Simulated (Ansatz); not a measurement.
## The Nb2NS2 MXene monolayer under a gate

Aim: charge, voltage and capacitance of the Nb2NS2 MXene monolayer in a field-effect set-up.

Program: Ansatz 0.2.0. Level of theory: plane-wave DFT, PBE-D3(BJ), Ansatz PAW. Results are calculated unless marked as measured.

Report form: the programs' logs are mostly left out.

## Step 1: Set-up

The cell holds 5 atoms: 2 S, 2 Nb and 1 N. Its edges and angles: a = 3.079 Å, b = 3.079 Å, c = 43.019 Å, α = 90.0°, β = 90.0°, γ = 120.0°. Vacuum lies along c.

## Step 2: Relaxing the slab

The starting cell is a guess, so the in-plane lattice and the atoms are relaxed first, with the slab cut off from its images along the normal.

input.yaml

```yaml
crystal:
  lattice:
    - [3.079076, 0.0, 0.0]
    - [-1.539538, 2.6665580362, 0.0]
    - [0.0, 0.0, 43.0189594073]
  atoms:
    - { symbol: S, position: [0.3333333333, 0.6666666667, 0.4300429451] }
    - { symbol: Nb, position: [0.6666666667, 0.3333333333, 0.4717584671], spin: 1.0 }
    - { symbol: "N", position: [0.0, 0.0, 0.5] }
    - { symbol: Nb, position: [0.3333333333, 0.6666666667, 0.5282415329], spin: 1.0 }
    - { symbol: S, position: [0.6666666667, 0.3333333333, 0.5699570549] }
  periodic: [true, true, false]
magnetization:
  spin_polarized: true
kpoints:
  mp_grid: { grid: [12, 12, 1] }
hamiltonian:
  xc: pbe
  dispersion: d3bj
scf:
  occupations: { method: fermi_dirac, width: 0.05 }
  convergence: { dr2_threshold: 1.0e-09 }
relax:
  f_tol: 0.004
  max_steps: 90
  cell: {}
output:
  write_potential: true
  write_density: true
  volumetric_format: npy
```

Run with:

```console
ansatz run input.yaml --threads 4 --pin off --max-ram 12288MiB --backend cpu --events-out ev --progress --plain --runs-dir out
```

Elapsed: 77 s, on 4 threads of Arm Neoverse V1, shared host; peak memory 0.98 GiB.

Relaxation path:

```tsv
step	energy less that of the first step (eV)	largest force component (eV/Å)	volume (Å³)
1	0.0000	1.4287	353.21
2	-0.5686	0.5278	381.01
3	-0.6090	0.5465	405.52
4	-0.6521	0.0798	399.00
5	-0.6525	0.0060	398.32
6	-0.6525	0.0001	398.39
7*	-0.6674	0.0003	398.39
8	-0.6674	0.0020	399.11
9*	-0.6675	0.0020	399.11
```

Relaxation steps marked * repeat the geometry before them on a plane-wave basis chosen anew for their cell, so energy and pressure can jump there.

The run keeps the 12 symmetry operations that it works with, so distortions that break them were not tested.

```tsv
cell as run	before	after	change
a (Å)	3.079	3.273	+6.3 %
b (Å)	3.079	3.273	+6.3 %
```

The atoms that moved most (Å, along periodic axes as changes of fractional coordinates times the final cell, across vacuum about the mean position):

```tsv
atom	dx	dy	dz	length
S1	0.000	0.000	0.261	0.261
S5	0.000	0.000	-0.261	0.261
Nb2	0.000	0.000	0.075	0.075
Nb4	0.000	0.000	-0.075	0.075
```

Final coordinates:

```xyz
5
Lattice="3.2730 0.0000 0.0000 -1.6365 2.8345 0.0000 0.0000 0.0000 43.0190" Properties=species:S:1:pos:R:3
S     0.0000    1.8897   18.7614
Nb    1.6365    0.9448   20.3692
N     0.0000    0.0000   21.5095
Nb    0.0000    1.8897   22.6497
S     1.6365    0.9448   24.2575
```

Numbers from this step:

| Property | Result |
| --- | --- |
| energy at zero smearing | -11299.8637 eV |

The lattice constant a goes from 3.079 to 3.273 Å.

## Step 3: Gated layer, added electrons 0, start network

The slab is cut off from its images along the normal. A charged sheet stands for each gate, the layer takes the opposite charge, and a barrier ahead of the sheet keeps electrons from leaking to it. The uncharged case sets the zero; a dense mesh is needed because few carriers fill a small part of the zone.

The cell differs from the one that the last finished run ended in (c 43.019 → 41.496 Å).

input.yaml

```yaml
crystal:
  lattice:
    - [3.2730307972, 0.0, 0.0]
    - [-1.6365153986, 2.8345278178, 0.0]
    - [0.0, 0.0, 41.4961215702]
  atoms:
    - { symbol: S, position: [0.3333333333, 0.6666666667, 0.4337754787] }
    - { symbol: Nb, position: [0.6666666667, 0.3333333333, 0.4725217424] }
    - { symbol: "N", position: [0.0, 0.0, 0.5] }
    - { symbol: Nb, position: [0.3333333333, 0.6666666667, 0.5274782576] }
    - { symbol: S, position: [0.6666666667, 0.3333333333, 0.5662245213] }
  periodic: [true, true, false]
  symmetry: { detect: true }
kpoints:
  mp_grid: { grid: [54, 54, 1] }
  band_path:
    path: [[0, 0, 0], [0.5, 0, 0], [0.33333333, 0.33333333, 0], [0, 0, 0]]
    npoints: 16
hamiltonian:
  xc: pbe
  dispersion: d3bj
scf:
  occupations: { method: fermi_dirac, width: 0.02585 }
  convergence: { dr2_threshold: 1.0e-10 }
output:
  forces: true
  eigenvalues: true
  dos: { projected: true, e_range: [-3, 3], de: 0.01 }
  write_potential: true
  write_density: true
  volumetric_format: npy
  elf: true
external_charges:
  - { charge: 0, barrier: 10, axis: 3, height: 26.996, sigma: 0.25 }
```

The job ended after 1.9 min (4 threads; peak memory 2.2 GiB).

This step gave:

```yaml
energy_at_zero_smearing: -11299.8593 eV
potential_beyond_the_upper_barrier_and_gate_less_the_barrier_from_the_fermi_level: 5.374 eV
```

Running mean over a fixed 2.7 Å (it still follows the layers) of the planar mean; beyond a gate it holds the 10 eV model barrier. Table of electron's electrostatic potential energy less the Fermi level by z:

```tsv
z (Å)	electron's electrostatic potential energy less the Fermi level (eV)
4	5.39
5	5.39
6	5.39
7	5.39
8	5.39
9	5.39
10	5.39
11	5.39
12	5.39
13	5.39
14	5.39
15	5.36
16	4.64
17	0.465
18	-4.89
19	-11.2
20	-12.7
21	-14.2
22	-11.9
23	-8.95
24	-1.69
25	2.81
26	6.62
27	10.4
28	14.0
29	15.4
30	15.4
31	15.4
32	15.4
33	15.4
34	15.4
35	15.4
36	15.4
37	15.4
38	15.4
```

The density of states has structure finer than the step of the table below, so its rows give means over 0.1 eV, whole bins alone (the curve runs from -3 to 1.99 eV). Peaks (eV: height): -2.58: 12.0, -2.35: 6.84, -1.96: 4.57, 0.92: 4.78, 1.11: 7.51, 1.44: 5.12, 1.81: 4.92.

The density of states by energy, zero at the Fermi level; means over each step:

energy (eV), density of states (states/eV a cell) and a bar from the least value:
```
     -2.9        4.3 ###############
     -2.8        4.5 ################
     -2.7        4.8 ##################
     -2.6        7.5 ##############################
     -2.5        5.3 ####################
     -2.4        4.9 ##################
     -2.3        3.2 ##########
     -2.2        2.3 ######
     -2.1        2.0 #####
     -2.0        2.1 #####
     -1.9        3.1 ##########
     -1.8        2.5 #######
     -1.7        1.8 ####
     -1.6        1.7 ####
     -1.5        1.7 ###
     -1.4        1.6 ###
     -1.3        1.5 ###
     -1.2        1.6 ###
     -1.1        2.0 #####
     -1.0        1.9 ####
     -0.9        1.0 
     -0.8        1.0 
     -0.7        0.9 
     -0.6        1.1 #
     -0.5        1.5 ##
     -0.4        1.7 ####
     -0.3        1.7 ####
     -0.2        1.7 ###
     -0.1        1.7 ###
      0.0        1.7 ####
      0.1        1.6 ###
      0.2        1.5 ##
      0.3        1.4 ##
      0.4        1.5 ###
      0.5        1.6 ###
      0.6        1.6 ###
      0.7        1.7 ###
      0.8        1.9 #####
      0.9        3.3 ###########
      1.0        4.0 ##############
      1.1        6.2 ########################
      1.2        5.5 #####################
      1.3        6.0 #######################
      1.4        4.4 ################
      1.5        3.1 ##########
      1.6        2.5 #######
      1.7        2.8 ########
      1.8        3.5 ############
      1.9        2.3 ######
```

Projected DOS per atom over height of the atomic layer and energy from the Fermi level. Layers: S Nb N Nb S from below.

Ten even steps from '0' (0.09 states/eV) to '9' (2.29 states/eV), each cell a mean:
```
04040
04040
07170
09290
06160
02020
02020
01010
02020
02020
01010
00000
00000
12021
11011
11011
21012
21012
21012
63036
83038
62026
```
Columns: height of the atomic layer (Å) from 18 to 23.5 (not evenly spaced); rows upwards: energy from the Fermi level (eV) from -2.98 to 1.97.

Electronic bands along the path, in eV, zero at the Fermi level:

```tsv
point	band 18	band 19	band 20	band 21	band 22	band 23	band 24	band 25
Γ	-2.38	-1.36	-1.36	-0.75	-0.75	-0.35	0.76	1.12
halfway	-2.62	-2.39	-1.94	-1.92	0.15	0.53	1.07	2.00
M	-2.84	-2.59	-2.36	-1.97	0.88	1.30	1.55	2.18
halfway	-3.48	-3.10	-2.88	-1.30	0.92	0.94	1.58	2.49
K	-3.82	-3.49	-3.49	-0.10	-0.10	0.40	2.19	2.19
halfway	-3.11	-2.60	-2.47	-1.01	-0.68	1.22	1.62	1.96
Γ	-2.38	-1.36	-1.36	-0.75	-0.75	-0.35	0.76	1.12
```

Valence density in the ca plane at fractional y = 0.333, with atoms of Nb and S within 0.2 Å of it. It is the smooth field of the valence electrons, not physical close to the nuclei.

Ten steps, logarithmic in the rise over the least value, from '0' (0.0 e/Å³) to '9' (5.0 e/Å³), each cell a mean:
```
00000000000001234446775443344566542100000000
00000000000000123468997533334666654200000000
00000000000000122479998533335664664200000000
00000000000000122469998533335665664200000000
00000000000001233457886433334566653100000000
00000000000001344445554444444455432100000000
00000000000012345543334555554333221000000000
00000000000012345543334555554333210000000000
00000000000012344444444444544444321000000000
```
Columns run along c (16.0 Å, from fractional 0.29 to 0.68 of the cell), rows up along a (3.3 Å). Atoms in or near the plane, at fractional coordinates: Nb at (0.47, 0.67), S at (0.57, 0.67).

ELF in the ca plane at fractional y = 0.333, with atoms of Nb and S within 0.2 Å of it. It is the smooth field of the valence electrons, not physical close to the nuclei.

Values, 5 rows by 16 columns, each cell a mean:
```
0.00 0.00 0.00 0.00 0.00 0.02 0.21 0.36 0.48 0.44 0.22 0.31 0.75 0.84 0.49 0.05
0.00 0.00 0.00 0.00 0.00 0.00 0.04 0.13 0.56 0.56 0.21 0.46 0.39 0.77 0.68 0.10
0.00 0.00 0.00 0.00 0.00 0.03 0.21 0.36 0.50 0.45 0.22 0.32 0.74 0.84 0.50 0.05
0.00 0.00 0.00 0.00 0.01 0.15 0.61 0.72 0.31 0.31 0.30 0.23 0.40 0.34 0.08 0.00
0.00 0.00 0.00 0.00 0.01 0.15 0.63 0.74 0.31 0.32 0.31 0.22 0.38 0.31 0.07 0.00
```
Columns run along c (16.0 Å, from fractional 0.26 to 0.65 of the cell), rows up along a (3.3 Å). Atoms in or near the plane, at fractional coordinates: Nb at (0.47, 0.67), S at (0.57, 0.67).

Electrostatic potential energy in the ca plane at fractional y = 0.333, with atoms of Nb and S within 0.2 Å of it. With pseudopotentials it is smooth inside the atoms' cores, unlike the true potential.

Ten even steps from '0' (-51 eV) to '9' (10 eV), each cell a mean:
```
88888888888888877763225677666654577888888999
88888888888888887640001577777411157888888999
88888888888888887620000467776312137888888999
88888888888888887630000567776411147888888999
88888888888888877752003677777532367888888999
88888888888888777765456676666666678888888999
88888888888888766677677765445777788888888999
88888888888888766677777765445677888888888999
88888888888888777776666766556777778888888999
```
Columns run along c (16.0 Å, from fractional 0.29 to 0.68 of the cell; values clipped at the 3rd and 97th percentile), rows up along a (3.3 Å). Atoms in or near the plane, at fractional coordinates: Nb at (0.47, 0.67), S at (0.57, 0.67).

There is no gap.

## Step 4: Gated layer, added electrons 3×10¹³ per cm²

Edit input.yaml of step 3 so:

```diff
@@ -13,2 +13,3 @@
   symmetry: { detect: true }
+total_charge: -0.027832
 kpoints:
@@ -27,3 +28,2 @@
   eigenvalues: true
-  dos: { projected: true, e_range: [-3, 3], de: 0.01 }
   write_potential: true
@@ -31,4 +31,4 @@
   volumetric_format: npy
-  elf: true
 external_charges:
   - { charge: 0, barrier: 10, axis: 3, height: 26.996, sigma: 0.25 }
+  - { charge: 0.027832, axis: 3, height: 28.496, sigma: 0.5 }
```

Wall time 2.2 min (4 threads); peak memory 2.2 GiB.

This step gave:

* energy at zero smearing: -11299.9804 eV
* potential beyond the upper barrier and gate, less the barrier, from the Fermi level: 3.176 eV

The electronic bands at the labelled points (eV, zero at the Fermi level):

```tsv
point	band 18	band 19	band 20	band 21	band 22	band 23	band 24	band 25
Γ	-2.40	-1.37	-1.37	-0.77	-0.77	-0.37	0.74	1.11
halfway	-2.64	-2.42	-1.97	-1.94	0.14	0.51	1.06	1.97
M	-2.88	-2.62	-2.39	-2.00	0.86	1.30	1.54	2.17
halfway	-3.51	-3.13	-2.91	-1.33	0.91	0.92	1.57	2.48
K	-3.83	-3.54	-3.50	-0.12	-0.11	0.38	2.18	2.18
halfway	-3.14	-2.64	-2.49	-1.04	-0.69	1.21	1.60	1.95
Γ	-2.40	-1.37	-1.37	-0.77	-0.77	-0.37	0.74	1.11
```

Force by atom:

```tsv
atom	x (eV/Å)	y (eV/Å)	z (eV/Å)	size
S1	0.0000	0.0000	0.0001	0.0001
Nb2	0.0000	0.0000	0.0339	0.0339
N3	0.0000	0.0000	-0.0023	0.0023
Nb4	0.0000	0.0000	-0.0677	0.0677
S5	0.0000	0.0000	0.0383	0.0383
```

Against the uncharged case this takes +2.20 V.

## Step 5: Gated layer, added electrons -3×10¹³ per cm²

Edit input.yaml of step 4 so:

```diff
@@ -13,3 +13,3 @@
   symmetry: { detect: true }
-total_charge: -0.027832
+total_charge: 0.027832
 kpoints:
@@ -33,2 +33,2 @@
   - { charge: 0, barrier: 10, axis: 3, height: 26.996, sigma: 0.25 }
-  - { charge: 0.027832, axis: 3, height: 28.496, sigma: 0.5 }
+  - { charge: -0.027832, axis: 3, height: 28.496, sigma: 0.5 }
```

It took 2.2 min on 4 threads; peak memory 2.2 GiB.

Against the uncharged case this takes -2.22 V.

## Step 6: Gated layer, added electrons 8×10¹³ per cm²

Edit input.yaml of step 5 so:

```diff
@@ -13,3 +13,3 @@
   symmetry: { detect: true }
-total_charge: 0.027832
+total_charge: -0.07422
 kpoints:
@@ -33,2 +33,2 @@
   - { charge: 0, barrier: 10, axis: 3, height: 26.996, sigma: 0.25 }
-  - { charge: -0.027832, axis: 3, height: 28.496, sigma: 0.5 }
+  - { charge: 0.07422, axis: 3, height: 28.496, sigma: 0.5 }
```

The job ended after 2.1 min (4 threads; peak memory 2.2 GiB; 8.5 min of CPU time).

Electronic bands along the path, in eV, zero at the Fermi level:

```tsv
point	band 19	band 20	band 21	band 22	band 23	band 24	band 25	band 26
Γ	-1.39	-1.39	-0.81	-0.81	-0.41	0.71	1.09	1.09
halfway	-2.49	-2.01	-1.98	0.12	0.48	1.03	1.91	2.18
M	-2.66	-2.44	-2.03	0.84	1.28	1.52	2.16	2.63
halfway	-3.21	-2.94	-1.37	0.89	0.90	1.55	2.46	2.58
K	-3.63	-3.51	-0.16	-0.12	0.35	2.15	2.16	2.54
halfway	-2.71	-2.52	-1.08	-0.72	1.19	1.56	1.93	2.26
Γ	-1.39	-1.39	-0.81	-0.81	-0.41	0.71	1.09	1.09
```

Against the uncharged case this takes +5.79 V.

## Step 7: Gated layer, added electrons -8×10¹³ per cm²

Edit input.yaml of step 6 so:

```diff
@@ -13,3 +13,3 @@
   symmetry: { detect: true }
-total_charge: -0.07422
+total_charge: 0.07422
 kpoints:
@@ -33,2 +33,2 @@
   - { charge: 0, barrier: 10, axis: 3, height: 26.996, sigma: 0.25 }
-  - { charge: 0.07422, axis: 3, height: 28.496, sigma: 0.5 }
+  - { charge: -0.07422, axis: 3, height: 28.496, sigma: 0.5 }
```

Wall time 2.3 min (4 threads); peak memory 2.2 GiB; 9 min of CPU time.

Electronic bands along the path, in eV, zero at the Fermi level:

```tsv
point	band 18	band 19	band 20	band 21	band 22	band 23	band 24	band 25
Γ	-2.34	-1.34	-1.34	-0.68	-0.68	-0.30	0.81	1.15
halfway	-2.57	-2.29	-1.86	-1.86	0.18	0.58	1.11	2.07
M	-2.74	-2.54	-2.25	-1.91	0.91	1.33	1.58	2.20
halfway	-3.39	-3.03	-2.76	-1.23	0.95	0.97	1.62	2.52
K	-3.70	-3.44	-3.32	-0.08	-0.04	0.45	2.22	2.23
halfway	-3.01	-2.55	-2.36	-0.93	-0.64	1.25	1.68	1.99
Γ	-2.34	-1.34	-1.34	-0.68	-0.68	-0.30	0.81	1.15
```

Against the uncharged case this takes -5.97 V.

## Step 8: Gated layer, added electrons 15×10¹³ per cm²

Edit input.yaml of step 7 so:

```diff
@@ -13,3 +13,3 @@
   symmetry: { detect: true }
-total_charge: 0.07422
+total_charge: -0.139162
 kpoints:
@@ -28,2 +28,3 @@
   eigenvalues: true
+  dos: { projected: true, e_range: [-3, 3], de: 0.01 }
   write_potential: true
@@ -31,4 +32,5 @@
   volumetric_format: npy
+  elf: true
 external_charges:
   - { charge: 0, barrier: 10, axis: 3, height: 26.996, sigma: 0.25 }
-  - { charge: -0.07422, axis: 3, height: 28.496, sigma: 0.5 }
+  - { charge: 0.139162, axis: 3, height: 28.496, sigma: 0.5 }
```

Wall time 2.2 min (4 threads); peak memory 2.2 GiB; 8.9 min of CPU time.

Running mean over a fixed 2.7 Å (it still follows the layers) of the planar mean; beyond a gate it holds the 10 eV model barrier. The electron's electrostatic potential energy less the Fermi level by z:

```tsv
z (Å)	electron's electrostatic potential energy less the Fermi level (eV)
4	5.37
6	5.37
8	5.37
10	5.37
12	5.37
14	5.37
16	4.62
18	-4.91
20	-12.7
22	-12.0
24	-2.37
26	2.64
28	5.27
30	4.83
32	4.79
34	4.79
36	4.79
38	4.79
```

Against the uncharged case this takes +10.58 V.

## Step 9: Gated layer, added electrons -15×10¹³ per cm²

Edit input.yaml of step 8 so:

```diff
@@ -13,3 +13,3 @@
   symmetry: { detect: true }
-total_charge: -0.139162
+total_charge: 0.139162
 kpoints:
@@ -35,2 +35,2 @@
   - { charge: 0, barrier: 10, axis: 3, height: 26.996, sigma: 0.25 }
-  - { charge: 0.139162, axis: 3, height: 28.496, sigma: 0.5 }
+  - { charge: -0.139162, axis: 3, height: 28.496, sigma: 0.5 }
```

The job ended after 2.4 min (4 threads; peak memory 2.2 GiB).

The density of states has structure finer than the step of the table below, so its rows give means over 0.1 eV, whole bins alone (the curve runs from -3 to 1.99 eV). Peaks (eV: height): -2.58: 6.35, -2.50: 10.3, -2.28: 6.62, -1.83: 3.92, 1.17: 7.80, 1.89: 5.51.

Table of density of states by energy, zero at the Fermi level; means over each step:

```tsv
energy (eV)	density of states (states/eV a cell)
-2.9	4.17
-2.8	4.28
-2.7	4.96
-2.6	5.30
-2.5	5.94
-2.4	4.31
-2.3	5.11
-2.2	3.73
-2.1	3.27
-2.0	2.44
-1.9	2.02
-1.8	3.03
-1.7	2.81
-1.6	2.40
-1.5	1.75
-1.4	1.71
-1.3	1.59
-1.2	1.60
-1.1	1.69
-1.0	1.99
-0.9	1.97
-0.8	1.12
-0.7	1.00
-0.6	1.03
-0.5	1.18
-0.4	1.51
-0.3	1.80
-0.2	1.75
-0.1	1.73
0.0	1.68
0.1	1.81
0.2	1.55
0.3	1.47
0.4	1.44
0.5	1.52
0.6	1.64
0.7	1.69
0.8	1.74
0.9	2.07
1.0	3.54
1.1	4.48
1.2	6.33
1.3	5.78
1.4	5.90
1.5	3.54
1.6	2.59
1.7	2.40
1.8	2.81
1.9	3.16
```

Against the uncharged case this takes -11.30 V.

## Step 10: The series together

This step: plane-wave DFT, PBE-D3(BJ), Ansatz PAW; charging by gates (Ansatz 0.2.0).

The potential behind each gate is read from every run and counted from the uncharged case.

Voltage on the gate against the layer's Fermi level, from the uncharged case. Gate voltage against added electrons:

```tsv
added electrons (10¹³ per cm²)	gate voltage (V)
-15.0	-11.3
-8.0	-5.97
-3.0	-2.22
0.0	0
3.0	2.20
8.0	5.79
15.0	10.6
```

Charge step over voltage step between neighbouring densities. Table of total capacitance by added electrons:

```tsv
added electrons (10¹³ per cm²)	total capacitance (µF/cm²)
-11.50	2.11
-5.50	2.14
-1.50	2.16
1.50	2.19
5.50	2.23
11.50	2.34
```

Work function of the face away from the gate. Work function of the far face against added electrons:

```tsv
added electrons (1e13 /cm²)	work function of the far face (eV)
-15.0	5.41
-8.0	5.40
-3.0	5.40
0.0	5.39
3.0	5.39
8.0	5.38
15.0	5.37
```

By hand: 10¹³ electrons per cm² are 0.001 e/Å², which by Gauss's law end a field of 0.181 V/Å. At 15×10¹³ holes per cm² the field towards a gate is 2.714 V/Å, which over the 5 Å from the outer atoms would drop 13.57 V; the run needs 11.30 V.

## Step 11: Relaxing the charged layer, added electrons -15×10¹³ per cm²

This step: plane-wave DFT, PBE-D3(BJ), Ansatz PAW (Ansatz 0.2.0).

The charged layer is pulled towards the gate and its bonds change, so the atoms are relaxed with one height held.

input.yaml, the sections that differ from step 9:

```yaml
kpoints:
  mp_grid: { grid: [18, 18, 1] }
scf:
  occupations: { method: fermi_dirac, width: 0.05 }
  convergence: { dr2_threshold: 1.0e-09 }
relax:
  f_tol: 0.003
  max_steps: 50
  constraints: [{ site: 2, fix: z }]
output:
  write_potential: true
  write_density: true
  volumetric_format: npy
# crystal, total_charge, hamiltonian, external_charges: as in step 9
```

It took 59 s on 4 threads; peak memory 0.81 GiB; 3.8 min of CPU time.

Relaxation path:

```tsv
step	energy less that of the first step (eV)	largest force component (eV/Å)
1	0.0000	0.2447
2	-0.0012	0.1978
3	-0.0033	0.0655
4	-0.0037	0.0448
5	-0.0038	0.0135
6	-0.0038	0.0004
```

The run keeps the 6 symmetry operations that it works with, so distortions that break them were not tested.

The atoms that moved most (Å):

```tsv
atom	dx	dy	dz	length
Nb4	0.000	0.000	0.030	0.030
S5	0.000	0.000	0.029	0.029
Nb2	0.000	0.000	0.010	0.010
S1	0.000	0.000	0.006	0.006
```

The relaxed structure:

```xyz
5
Lattice="3.2730 0.0000 0.0000 -1.6365 2.8345 0.0000 0.0000 0.0000 41.4961" Properties=species:S:1:pos:R:3
S     0.0000    1.8897   18.0061
Nb    1.6365    0.9448   19.6182
N     0.0000    0.0000   20.7481
Nb    0.0000    1.8897   21.9178
S     1.6365    0.9448   23.5255
```

Numbers from this step:

```
energy at zero smearing                                                             : -11298.3871 eV
potential beyond the upper barrier and gate, less the barrier, from the Fermi level : 16.57 eV
```

The relaxation took 6 steps and lowered the energy by 0.0038 eV; the largest force on the free atoms ends at 4.2e-4 eV/Å.

(Part 1 of 2 ends here.)

[Logs are printed without paths, hosts, clocks, repeated set-up lines and the standing remarks that a program may print on its own settings, such as how far it seeks lower states.]

[Hosts, paths, dates, database ids (printed as entryN), source tags and the programs' standing remarks are cut or masked in the printed files.]

[Maps of the electrostatic potential energy from Ansatz leave out the sawtooth potential of an applied field or a dipole correction, so their vacuum need not be flat; planar profiles and work functions include it.]
